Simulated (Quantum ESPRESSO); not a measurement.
**Collinear magnetic orders of MnH2O2 (Pyrochroite) with Quantum ESPRESSO**

Wanted: the moments of MnH2O2 (Pyrochroite) and the energy of each order that was tried.

Main program and level: Quantum ESPRESSO 7.5; LDA; plane waves with GBRV 1.5 LDA potentials, no spin-orbit coupling.

Report form: the programs' logs are mostly left out.

**1. The starting structure**

Symmetry: P-3m1, No. 164, trigonal system. Conventional cell: a = 3.250 Å, b = 3.250 Å, c = 4.480 Å, α = 90.00°, β = 90.00°, γ = 120.00°. Mn has 6 O at 2.13 Å nearest. Nearest to H lie 1 O at 0.99 Å. Nearest to O lie 1 H at 0.99 Å and 3 Mn at 2.13 Å. Farther neighbours and most contacts between anions are not listed.

As a file:

```cif
data_structure
_symmetry_space_group_name_H-M 'P-3m1'
_symmetry_Int_Tables_number 164
_cell_length_a 3.2500
_cell_length_b 3.2500
_cell_length_c 4.4800
_cell_angle_alpha 90.000
_cell_angle_beta 90.000
_cell_angle_gamma 120.000
_cell_volume 40.98
loop_
_atom_site_label
_atom_site_type_symbol
_atom_site_symmetry_multiplicity
_atom_site_Wyckoff_symbol
_atom_site_fract_x
_atom_site_fract_y
_atom_site_fract_z
_atom_site_occupancy
Mn1 Mn 1 a 0.00000 0.00000 0.00000 1
H1 H 2 d 0.33333 0.66667 0.44600 1
O1 O 2 d 0.33333 0.66667 0.22600 1
```

The cell comes from the Crystallography Open Database.

**2. Run 1 (ferro +)**

The signs are those of the starting moments on the seeded atoms, the atoms that are given a moment.

Contents of pw.in:

```
&CONTROL
  calculation = 'scf'
  prefix = 'pwscf'
  outdir = './tmp'
  pseudo_dir = './pseudo'
  disk_io = 'nowf'
/
&SYSTEM
  ibrav = 0
  celldm(1) = 8
  nat = 5
  ntyp = 3
  ecutwfc = 40
  ecutrho = 280
  nbnd = 25
  occupations = 'smearing'
  smearing = 'fd'
  degauss = 0.00367493
  nspin = 2
  starting_magnetization(1) = 0.3
  starting_magnetization(2) = 0
  starting_magnetization(3) = 0
/
&ELECTRONS
  conv_thr = 1d-08
  electron_maxstep = 150
  mixing_beta = 0.3
/
ATOMIC_SPECIES
Mn     54.9380 mn_lda_v1.5.uspp.F.UPF
H       1.0080 h_lda_v1.4.uspp.F.UPF
O      15.9990 o_lda_v1.2.uspp.F.UPF
CELL_PARAMETERS alat
   0.7677012381292    0.0000000000000    0.0000000000000
  -0.3838506190646    0.6648487747368    0.0000000000000
   0.0000000000000    0.0000000000000    1.0582466297904
ATOMIC_POSITIONS crystal
Mn      0.0000000000    0.0000000000    0.0000000000
H       0.3333333333    0.6666666667    0.4460000000
H       0.6666666667    0.3333333333    0.5540000000
O       0.3333333333    0.6666666667    0.2260000000
O       0.6666666667    0.3333333333    0.7740000000
K_POINTS automatic
8 8 4 0 0 0
```

On the command line:

```
> OMP_NUM_THREADS=1 mpirun -n 4 pw.x -nk 4 -in pw.in > pw.out
```

Elapsed: 7.5 s, on 4 MPI ranks of Arm Neoverse V2, shared host; peak memory 0.33 GiB.

Spin moment in the atom's sphere by atom:

```
atom  spin moment in the atom's sphere (μB)
 Mn1                                   4.08
  H2                                   0.01
  H3                                   0.01
  O4                                   0.06
  O5                                   0.06
```

This step gave:

```yaml
smearing_term_ts: 7.27e-4 eV
magnetization: 5 μB
absolute_magnetization: 5 μB
final_state: ferromagnetic
```

**3. Run 2, typed as antiferro q=(0,1/2,1/2) +−**

The cell is doubled to 10 atoms to hold this order. The wavevector q is in fractions of the reciprocal vectors of the crystal's primitive cell, as the cells of these inputs are built from it; moments change sign between cells as cos(2π q·R).

Contents of pw.in:

```
&CONTROL
  calculation = 'scf'
  prefix = 'pwscf'
  outdir = './tmp'
  pseudo_dir = './pseudo'
  disk_io = 'nowf'
/
&SYSTEM
  ibrav = 0
  celldm(1) = 8
  nat = 10
  ntyp = 4
  ecutwfc = 40
  ecutrho = 280
  nbnd = 41
  occupations = 'smearing'
  smearing = 'fd'
  degauss = 0.00367493
  nspin = 2
  starting_magnetization(1) = 0.3
  starting_magnetization(2) = -0.3
  starting_magnetization(3) = 0
  starting_magnetization(4) = 0
/
&ELECTRONS
  conv_thr = 2d-08
  electron_maxstep = 150
  mixing_beta = 0.3
/
ATOMIC_SPECIES
Mn1    54.9380 mn_lda_v1.5.uspp.F.UPF
Mn2    54.9380 mn_lda_v1.5.uspp.F.UPF
H       1.0080 h_lda_v1.4.uspp.F.UPF
O      15.9990 o_lda_v1.2.uspp.F.UPF
CELL_PARAMETERS alat
   0.7677012381292    0.0000000000000    0.0000000000000
  -0.7677012381292    1.3296975494736    0.0000000000000
  -0.3838506190646    0.6648487747368    1.0582466297904
ATOMIC_POSITIONS crystal
Mn1     0.0000000000    0.0000000000    0.0000000000
Mn2     0.0000000000    0.5000000000    0.0000000000
H       0.3333333333    0.1103333333    0.4460000000
H       0.3333333333    0.6103333333    0.4460000000
H       0.6666666667    0.8896666666    0.5540000000
H       0.6666666667    0.3896666666    0.5540000000
O       0.3333333333    0.2203333334    0.2260000000
O       0.3333333333    0.7203333333    0.2260000000
O       0.6666666667    0.7796666666    0.7740000000
O       0.6666666667    0.2796666666    0.7740000000
K_POINTS automatic
8 4 4 0 0 0
```

It took 50 s on 4 MPI ranks; peak memory 0.62 GiB.

Spin moment in the atom's sphere by atom:

```
atom  spin moment in the atom's sphere (μB)
 Mn1                                   4.04
 Mn2                                  -4.04
  H3                                   0.00
  H4                                   0.00
  H5                                   0.00
  H6                                   0.00
  O7                                  -0.02
  O8                                   0.02
  O9                                  -0.02
 O10                                   0.02
```

Numbers from this step:

```yaml
smearing_term_ts: 4.28e-4 eV
magnetization: 0 μB
absolute_magnetization: 9.396 μB
final_state: antiferromagnetic
```

**4. Run 3, typed as antiferro q=(0,0,1/2) +−**

This order needs a doubled cell of 10 atoms.

Contents of pw.in:

```
&CONTROL
  calculation = 'scf'
  prefix = 'pwscf'
  outdir = './tmp'
  pseudo_dir = './pseudo'
  disk_io = 'nowf'
/
&SYSTEM
  ibrav = 0
  celldm(1) = 8
  nat = 10
  ntyp = 4
  ecutwfc = 40
  ecutrho = 280
  nbnd = 41
  occupations = 'smearing'
  smearing = 'fd'
  degauss = 0.00367493
  nspin = 2
  starting_magnetization(1) = 0.3
  starting_magnetization(2) = -0.3
  starting_magnetization(3) = 0
  starting_magnetization(4) = 0
/
&ELECTRONS
  conv_thr = 2d-08
  electron_maxstep = 150
  mixing_beta = 0.3
/
ATOMIC_SPECIES
Mn1    54.9380 mn_lda_v1.5.uspp.F.UPF
Mn2    54.9380 mn_lda_v1.5.uspp.F.UPF
H       1.0080 h_lda_v1.4.uspp.F.UPF
O      15.9990 o_lda_v1.2.uspp.F.UPF
CELL_PARAMETERS alat
   0.7677012381292    0.0000000000000    0.0000000000000
  -0.3838506190646    0.6648487747368    0.0000000000000
   0.0000000000000    0.0000000000000    2.1164932595809
ATOMIC_POSITIONS crystal
Mn1     0.0000000000    0.0000000000    0.0000000000
Mn2     0.0000000000    0.0000000000    0.5000000000
H       0.3333333333    0.6666666667    0.2230000000
H       0.3333333333    0.6666666667    0.7230000000
H       0.6666666667    0.3333333333    0.2770000000
H       0.6666666667    0.3333333333    0.7770000000
O       0.3333333333    0.6666666667    0.1130000000
O       0.3333333333    0.6666666667    0.6130000000
O       0.6666666667    0.3333333333    0.3870000000
O       0.6666666667    0.3333333333    0.8870000000
K_POINTS automatic
8 8 2 0 0 0
```

It took 16 s on 4 MPI ranks; peak memory 0.51 GiB.

Spin moment in the atom's sphere by atom:

```
atom  spin moment in the atom's sphere (μB)
 Mn1                                   4.08
 Mn2                                  -4.08
  H3                                   0.00
  H4                                   0.00
  H5                                   0.00
  H6                                   0.00
  O7                                   0.05
  O8                                  -0.05
  O9                                  -0.05
 O10                                   0.05
```

Read from the output:

```yaml
smearing_term_ts: 7.60e-4 eV
magnetization: 0 μB
absolute_magnetization: 9.872 μB
final_state: antiferromagnetic
```

**5. Run 4 (no spin polarisation)**

Contents of pw.in:

```
&CONTROL
  calculation = 'scf'
  prefix = 'pwscf'
  outdir = './tmp'
  pseudo_dir = './pseudo'
  disk_io = 'nowf'
/
&SYSTEM
  ibrav = 0
  celldm(1) = 8
  nat = 5
  ntyp = 3
  ecutwfc = 40
  ecutrho = 280
  nbnd = 23
  occupations = 'smearing'
  smearing = 'fd'
  degauss = 0.00367493
/
&ELECTRONS
  conv_thr = 1d-08
  electron_maxstep = 150
  mixing_beta = 0.3
/
ATOMIC_SPECIES
Mn     54.9380 mn_lda_v1.5.uspp.F.UPF
H       1.0080 h_lda_v1.4.uspp.F.UPF
O      15.9990 o_lda_v1.2.uspp.F.UPF
CELL_PARAMETERS alat
   0.7677012381292    0.0000000000000    0.0000000000000
  -0.3838506190646    0.6648487747368    0.0000000000000
   0.0000000000000    0.0000000000000    1.0582466297904
ATOMIC_POSITIONS crystal
Mn      0.0000000000    0.0000000000    0.0000000000
H       0.3333333333    0.6666666667    0.4460000000
H       0.6666666667    0.3333333333    0.5540000000
O       0.3333333333    0.6666666667    0.2260000000
O       0.6666666667    0.3333333333    0.7740000000
K_POINTS automatic
8 8 4 0 0 0
```

Elapsed: 3.7 s, on 4 MPI ranks; peak memory 0.29 GiB.

Numbers from this step:

```
smearing term TS : 0.08180 eV
final state      : non-magnetic (no spin polarisation)
```

**6. Energies of the orders**

An order is kept where moments of 0.15 μB or more survive with the typed signs; meshes match where a doubled cell samples the same k points as the first cell.

Orders:

```
                     start        final state  typed order kept  energy over the lowest (meV a seeded atom)  largest site moment (μB)  net moment (μB a cell of the first run)  mesh matched  CPU time (s)
                   ferro +      ferromagnetic               yes                                       45.68                     4.083                                        5           yes         29.62
antiferro q=(0,1/2,1/2) +-  antiferromagnetic               yes                                           0                     4.037                                        0            no         198.5
  antiferro q=(0,0,1/2) +-  antiferromagnetic               yes                                       39.44                     4.077                                        0           yes         64.95
      no spin polarisation       non-magnetic                 -                                        1606                         0                                        0           yes         14.27
```

**7. Outcome**

| Property | Result |
| --- | --- |
| lowest state found | antiferromagnetic (from antiferro q=(0,1/2,1/2) +-) |
| largest site moment | 4.04 μB |
| next state with moments | antiferromagnetic, 39.4 meV a seeded atom higher |
| state without moments | 1606 meV a seeded atom higher |

What this shows: Forming the moments gains more than four times the spread of the orders, as local moments do. The k meshes of the cells are not all equivalent, which blurs small differences. Only these 4 starts were compared; other wavevectors, canted and longer-period orders were not. No Hubbard term acts here. In such compounds local and semilocal functionals without one often delocalise the d electrons, and can shrink or lose moments and miss the size, sign and order of the couplings.

[Logs and program files are shortened in this print: banners, set-up blocks, solver, clock and traceback lines can be left out without a mark of their own.]

[Logs are printed without paths, hosts, clocks, repeated set-up lines and the standing remarks that a program may print on its own settings, such as how far it seeks lower states.]

[Hosts, paths, dates, database ids (printed as entryN), source tags and the programs' standing remarks are cut or masked in the printed files.]

[Where a cell is said to come from a database of computed structures, the database is the Materials Project.]
